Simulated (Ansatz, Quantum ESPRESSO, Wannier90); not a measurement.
# Ballistic channels from Wannier functions: straight Au chain, spacing 2.42 Å, part 2 of 5

Aim: a Wannier model and the conductance steps that follow from it, for this wire: straight Au chain, spacing 2.42 Å.

Quantum ESPRESSO 7.5 and Wannier90 3.1.0; plane-wave DFT, PBE, GBRV ultrasoft pseudopotentials; cross-check by Ansatz 0.2.0 with PAW datasets.

So far. Step 2 (Self-consistent run): The run needed 8 iterations to bring the estimated error under 1e-07 Ry.

### Step 4. Neighbour list from wannier90 -pp

Level of this step: maximally localised Wannier functions and ballistic conductance; plane-wave DFT, PBE, GBRV ultrasoft pseudopotentials (Wannier90).

The .win file sets projections and windows: states in the frozen window are kept exactly, the outer window gives room to disentangle.

wan.win reads:

```
num_wann = 6
num_bands = 17
num_iter = 200
num_print_cycles = 20
conv_tol = 1e-8
conv_window = 5
guiding_centres = true
dis_num_iter = 1500
dis_conv_tol = 1e-8
dis_win_min = -15.1039
dis_win_max = 4.8961
dis_froz_max = -2.6039
search_shells = 120
fermi_energy = -4.1039

transport = true
transport_mode = bulk
one_dim_axis = z
dist_cutoff = 16.83
dist_cutoff_mode = one_dim
tran_win_min = -4.0
tran_win_max = 2.0
tran_energy_step = 0.02

bands_plot = true
bands_num_points = 96
begin kpoint_path
G 0.0 0.0 0.0 Z 0.0 0.0 0.5
end kpoint_path

begin projections
Au:s;d
end projections

begin unit_cell_cart
ang
  8.0000000000 0.0000000000 0.0000000000
  0.0000000000 8.0000000000 0.0000000000
  0.0000000000 0.0000000000 2.4180000000
end unit_cell_cart

begin atoms_frac
  Au 0.0000000000 0.0000000000 0.0000000000
end atoms_frac

mp_grid = 1 1 14
begin kpoints
  0.0 0.0 0.0000000000
  0.0 0.0 0.0714285714
  0.0 0.0 0.1428571429
  0.0 0.0 0.2142857143
  0.0 0.0 0.2857142857
  0.0 0.0 0.3571428571
  0.0 0.0 0.4285714286
  0.0 0.0 0.5000000000
  0.0 0.0 0.5714285714
  0.0 0.0 0.6428571429
  0.0 0.0 0.7142857143
  0.0 0.0 0.7857142857
  0.0 0.0 0.8571428571
  0.0 0.0 0.9285714286
end kpoints
```

Launch:

```
> OMP_NUM_THREADS=1 wannier90.x -pp wan > wan.pp.log
```

Log:

```text
+---------------------------------------------------+
             |                                                   |
             |                   WANNIER90                       |
             |                                                   |
             +---------------------------------------------------+
             |                                                   |
             |        Welcome to the Maximally-Localized         |
             |        Generalized Wannier Functions code         |
             |                             |
             |                                                   |
             |                                                   |
             |  Wannier90 Developer Group:                       |
             |    Giovanni Pizzi    (EPFL)                       |
             |    Valerio Vitale    (Cambridge)                  |
             |    David Vanderbilt  (Rutgers University)         |
             |    Nicola Marzari    (EPFL)                       |
             |    Ivo Souza         (Universidad del Pais Vasco) |
             |    Arash A. Mostofi  (Imperial College London)    |
             |    Jonathan R. Yates (University of Oxford)       |
             |                                                   |
             |  For the full list of Wannier90 3.x authors,      |
             |  please check the code documentation and the      |
             |  README on the GitHub page of the code            |
             |                                                   |
             |                                                   |
             |  Please cite                                      |
             |                                                   |
             |  [ref] "Wannier90 as a community code:            |
             |        new features and applications",            |
             |        G. Pizzi et al., J. Phys. Cond. Matt. 32,  |
             |        165902 (2020).                             |
             |            |
             |                                                   |
             |  in any publications arising from the use of      |
             |  this code. For the method please cite            |
             |                                                   |
             |  [ref] "Maximally Localized Generalised Wannier   |
             |         Functions for Composite Energy Bands"     |
             |         N. Marzari and D. Vanderbilt              |
             |         Phys. Rev. B 56 12847 (1997)              |
             |                                                   |
             |  [ref] "Maximally Localized Wannier Functions     |
             |         for Entangled Energy Bands"               |
             |         I. Souza, N. Marzari and D. Vanderbilt    |
             |         Phys. Rev. B 65 035109 (2001)             |
             |                                                   |
             |                                                   |
             | Copyright (c) 1996-2020                           |
             |        The Wannier90 Developer Group and          |
             |        individual contributors                    |
             |                                                   |
             |      Release: 3.1.0        5th March    2020      |
             |                                                   |
             | This program is free software; you can            |
             | redistribute it and/or modify it under the terms  |
             | of the GNU General Public License as published by |
             | the Free Software Foundation; either version 2 of |
             | the License, or (at your option) any later version|
             |                                                   |
             | This program is distributed in the hope that it   |
             | will be useful, but WITHOUT ANY WARRANTY; without |
             | even the implied warranty of MERCHANTABILITY or   |
             | FITNESS FOR A PARTICULAR PURPOSE. See the GNU     |
             | General Public License for more details.          |
             |                                                   |
             | You should have received a copy of the GNU General|
             | Public License along with this program; if not,   |
             | write to the Free Software Foundation, Inc.,      |
             | 675 Mass Ave, Cambridge, MA 02139, USA.           |
             |                                                   |
             +---------------------------------------------------+
[date or host left out]
             +---------------------------------------------------+

 ******************************************************************************
 * -> Using CODATA 2006 constant values                                       *
 *    (                      *
 * -> Using Bohr value from CODATA                                            *
 ******************************************************************************

 Running in serial (with parallel executable)

                                    ------
                                    SYSTEM
                                    ------

                              Lattice Vectors (Ang)
                    a_1     8.000000   0.000000   0.000000
                    a_2     0.000000   8.000000   0.000000
                    a_3     0.000000   0.000000   2.418000

                   Unit Cell Volume:     154.75200  (Ang^3)

                        Reciprocal-Space Vectors (Ang^-1)
                    b_1     0.785398   0.000000   0.000000
                    b_2     0.000000   0.785398   0.000000
                    b_3     0.000000   0.000000   2.598505

 *----------------------------------------------------------------------------*
 |   Site       Fractional Coordinate          Cartesian Coordinate (Ang)     |
 +----------------------------------------------------------------------------+
 | Au   1   0.00000   0.00000   0.00000   |    0.00000   0.00000   0.00000    |
 *----------------------------------------------------------------------------*
                                ------------
                                K-POINT GRID
                                ------------

             Grid size =  1 x  1 x 14      Total points =   14

 *---------------------------------- MAIN ------------------------------------*
 |  Number of Wannier Functions               :                 6             |
 |  Number of Objective Wannier Functions     :                 6             |
[...]
|  Write on-site energies <0n|H|0n> to file  :                 F             |
 |  Use guiding centre to control phases      :                 T             |
 |  Use phases for initial projections        :                 F             |
 |  Iterations before starting guiding centres:                 0             |
 |  Iterations between using guiding centres  :                 1             |
 *----------------------------------------------------------------------------*
 *------------------------------- DISENTANGLE --------------------------------*
 |  Using band disentanglement                :                 T             |
 |  Total number of iterations                :              1500             |
 |  Mixing ratio                              :             0.500             |
 |  Convergence tolerence                     :         1.000E-08             |
 |  Convergence window                        :                 3             |
 *----------------------------------------------------------------------------*
 *-------------------------------- PLOTTING ----------------------------------*
 |  Plotting interpolated bandstructure       :                 T             |
 |   Number of K-path sections                :                 1             |
 |   Divisions along first K-path section     :                96             |
 |   Output format                            :           gnuplot             |
 |   Output mode                              :               s-k             |
 *----------------------------------------------------------------------------*
 |   K-space path sections:                                                   |
 |    From: G       0.000  0.000  0.000     To: Z       0.000  0.000  0.500   |
 *----------------------------------------------------------------------------*
 *------------------------------- TRANSPORT ----------------------------------*
 |  Transport mode                            :              bulk             |
 |   Hamiltonian from external files          :                 F             |
 |   System extended in                       :                 z             |
 |   Centre of the unit cell to which WF are translated (fract. coords):      |
 |                                       0.000000,    0.000000,    0.000000   |
 |  Fermi energy (eV)                         :            -4.104             |
 *----------------------------------------------------------------------------*
 Time to read parameters        0.005 (sec)

 *---------------------------------- K-MESH ----------------------------------*
 +----------------------------------------------------------------------------+
 |                    Distance to Nearest-Neighbour Shells                    |
 |                    ------------------------------------                    |
 |          Shell             Distance (Ang^-1)          Multiplicity         |
 |          -----             -----------------          ------------         |
 |             1                   0.185608                      2            |
 |             2                   0.371215                      2            |
 |             3                   0.556823                      2            |
 |             4                   0.742430                      2            |
 |             5                   0.785398                      4            |
 |             6                   0.807032                      8            |
 |             7                   0.868706                      8            |
 |             8                   0.928038                      2            |
 |             9                   0.962757                      8            |
 |            10                   1.080765                      8            |
 |            11                   1.110721                      4            |
 |            12                   1.113645                      2            |
 |            13                   1.126122                      8            |
 |            14                   1.171111                      8            |
 |            15                   1.215773                      8            |
 |            16                   1.242478                      8            |
[...]
|           113                   2.997496                      8            |
 |           114                   2.999444                      8            |
 |           115                   3.017163                      8            |
 |           116                   3.036384                      8            |
 |           117                   3.042903                     16            |
 |           118                   3.071822                      8            |
 |           119                   3.100567                     16            |
 |           120                   3.115624                     16            |
 +----------------------------------------------------------------------------+
 | The b-vectors are chosen automatically                                     |
 | The following shells are used:   1,  5                                     |
 +----------------------------------------------------------------------------+
 |                        Shell   # Nearest-Neighbours                        |
 |                        -----   --------------------                        |
 |                          1               2                                 |
 |                          5               4                                 |
 +----------------------------------------------------------------------------+
 | Completeness relation is fully satisfied [Eq. (B1), PRB 56, 12847 (1997)]  |
 +----------------------------------------------------------------------------+
 |                  b_k Vectors (Ang^-1) and Weights (Ang^2)                  |
 |                  ----------------------------------------                  |
 |            No.         b_k(x)      b_k(y)      b_k(z)        w_b           |
 |            ---        --------------------------------     --------        |
 |             1         0.000000    0.000000    0.185608    14.513726        |
 |             2         0.000000    0.000000   -0.185608    14.513726        |
 |             3         0.785398    0.000000    0.000000     0.810569        |
 |             4         0.000000    0.785398    0.000000     0.810569        |
 |             5         0.000000   -0.785398    0.000000     0.810569        |
 |             6        -0.785398    0.000000    0.000000     0.810569        |
 +----------------------------------------------------------------------------+
 |                           b_k Directions (Ang^-1)                          |
 |                           -----------------------                          |
 |            No.           x           y           z                         |
 |            ---        --------------------------------                     |
 |             1         0.000000    0.000000    0.185608                     |
 |             2         0.785398    0.000000    0.000000                     |
 |             3         0.000000    0.785398    0.000000                     |
 +----------------------------------------------------------------------------+

 Time to get kmesh              0.014 (sec)
 *============================================================================*
 |                              MEMORY ESTIMATE                               |
 |         Maximum RAM allocated during each phase of the calculation         |
 *============================================================================*
 |                        Disentanglement            0.57 Mb                  |
 |                            Wannierise:            0.18 Mb                  |
 |                          plot_wannier:            0.18 Mb                  |
 *----------------------------------------------------------------------------*

 Starting a new Wannier90 calculation ...

 Time to write kmesh            0.019 (sec)

 Exiting... wan.nnkp written.
```

Elapsed: 0.86 s, on 1 MPI rank of AMD EPYC 7R43, shared host; peak memory 0.08 GiB.

### Step 5. Overlaps and projections

pw2wannier90.x computes the overlaps between neighbouring k-points and the projections.

wan.p2w.in reads:

```
&inputpp
  prefix = 'nscf'
  outdir = './out'
  seedname = 'wan'
  write_mmn = .true.
  write_amn = .true.
  write_unk = .false.
/
```

Launch:

```
> OMP_NUM_THREADS=1 mpirun -n 2 pw2wannier90.x -in wan.p2w.in > wan.p2w.out
```

Log:

```text
[banner, memory and clock lines left out]
Program PW2WANNIER v.7.5 starts

          URL

     Reading nscf_save data

     ./out/nscf.save/

     IMPORTANT: XC functional enforced from input :
     Exchange-correlation= PBE
                           (   1   4   3   4   0   0   0)
     Any further DFT definition will be discarded
     Please, verify this is what you really want

     Check: negative core charge=   -0.000001

     negative rho (up, down):  4.294E-05 0.000E+00
     Reading collected, re-writing distributed wavefunctions

      Spin CASE ( default = unpolarized )

  Wannier mode is: standalone

  -----------------
  *** Reading nnkp
  -----------------

  Checking info from wannier.nnkp file

  - Real lattice is ok
  - Reciprocal lattice is ok
  - K-points are ok
  - Number of wannier functions is ok (  6)
  - All guiding functions are given

  Projections:
    0.000000    0.000000    0.000000  0  1  1    1.000000
    0.000000    0.000000    0.000000  2  1  1    1.000000
    0.000000    0.000000    0.000000  2  2  1    1.000000
    0.000000    0.000000    0.000000  2  3  1    1.000000
    0.000000    0.000000    0.000000  2  4  1    1.000000
    0.000000    0.000000    0.000000  2  5  1    1.000000

  Reading data about k-point neighbours

  All neighbours are found

  Opening pp-files

  *** Compute  A projections

  Number of local k points =       14
       1       2       3       4       5       6       7       8       9      10
      11      12      13      14
  AMN calculated

  ---------------
  *** Compute  M
  ---------------

  Number of local k points =       14
       1       2       3       4       5       6       7       8       9      10
      11      12      13      14
  MMN calculated

  *** Orbital terms are not computed

  *** SHC terms are not computed

  ----------------
  *** Write bands
  ----------------

  *** Plot info is not printed

  *** Parity info is not printed

  ------------
  *** Stop pp
  ------------

     Internal routines:
```

It took 4.6 s on 2 MPI ranks; peak memory 0.15 GiB.

(Part 2 of 5 ends here.)

[Logs are printed without paths, hosts, clocks, repeated set-up lines and the standing remarks that a program may print on its own settings, such as how far it seeks lower states.]

[Hosts, paths, dates, database ids (printed as entryN), source tags and the programs' standing remarks are cut or masked in the printed files.]

[Maps of the electrostatic potential energy from Ansatz leave out the sawtooth potential of an applied field or a dipole correction, so their vacuum need not be flat; planar profiles and work functions include it.]
